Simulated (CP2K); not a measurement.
Consider methylpyrazine at its PBE geometry (Å).

```xyz
13

C     2.0014   -0.4890   -0.2514
C     0.5481   -0.1444   -0.0774
C     0.1299    0.8689    0.8081
N    -1.1543    1.2052    0.9884
C    -2.0438    0.5038    0.2611
C    -1.6443   -0.5022   -0.6201
N    -0.3538   -0.8381   -0.7987
H     2.4543   -0.7935    0.7031
H     2.5727    0.3750   -0.6204
H     2.1018   -1.3107   -0.9686
H     0.8664    1.4288    1.3916
H    -3.0985    0.7565    0.3887
H    -2.3800   -1.0604   -1.2044
```

Method: CP2K XAS_TDP, all-electron GAPW, PBEh(45%), aug-cc-pVDZ, TDA, GW2X-corrected core level, no relativity.

Where do the C K-edge lines lie, and how strong are they?

Leading lines: C1 291.19 eV, C2 287.26 eV, C3 287.19 eV, C5 287.36 eV and C6 287.29 eV. The leading line of an atom is its first one with 35 % of the strongest within 2.5 eV of its lowest line over the strength cut. Core ionisation energies at this level: C3 292.89, C5 292.86, C6 292.95, C1 292.39 and C2 292.96 eV.

The first six lines of each atom with a strength over 0.0015:

```tsv
atom	energy (eV)	states	strength, one atom	above the computed threshold
C1 (bonded to C and 3 H)	289.73	1	0.0032	
	290.27	1	0.0064	
	291.19	1	0.0191	
	291.27	1	0.0178	
	291.94	1	0.0044	
	292.51	1	0.0015	yes
C2 (bonded to 2 C and N)	287.26	1	0.0550	
	289.00	1	0.0029	
	292.22	1	0.0018	
	292.62	1	0.0025	
	292.76	1	0.0038	
	293.51	1	0.0033	yes
C3 (bonded to C, N and H)	287.19	1	0.0487	
	289.11	1	0.0037	
	290.99	1	0.0113	
	291.93	1	0.0057	
	292.27	1	0.0027	
	293.35	1	0.0020	yes
C5 (bonded to C, N and H)	287.36	1	0.0505	
	288.89	1	0.0033	
	290.91	1	0.0117	
	291.89	1	0.0023	
	292.48	1	0.0017	
	292.54	1	0.0018	
C6 (bonded to C, N and H)	287.29	1	0.0514	
	289.14	1	0.0031	
	290.99	1	0.0122	
	291.94	1	0.0023	
	292.47	1	0.0045	
	293.51	1	0.0078	yes
```

Lines are vertical, at one geometry, with no vibrational structure. GW2X ionisation energies and lines can be off by 1 to 2 eV either way, and a good line position may hide errors that cancel. These values hold no scalar relativity, about 0.1 eV for C 1s. Rydberg lines, and the discretised continuum above threshold, depend on the basis and the box.

[Banner, clock and machine lines of the logs are left out without a mark of their own.]

[Logs are printed without paths, hosts, clocks, repeated set-up lines and the standing remarks that a program may print on its own settings, such as how far it seeks lower states.]

[Hosts, paths, dates, database ids (printed as entryN), source tags and the programs' standing remarks are cut or masked in the printed files.]
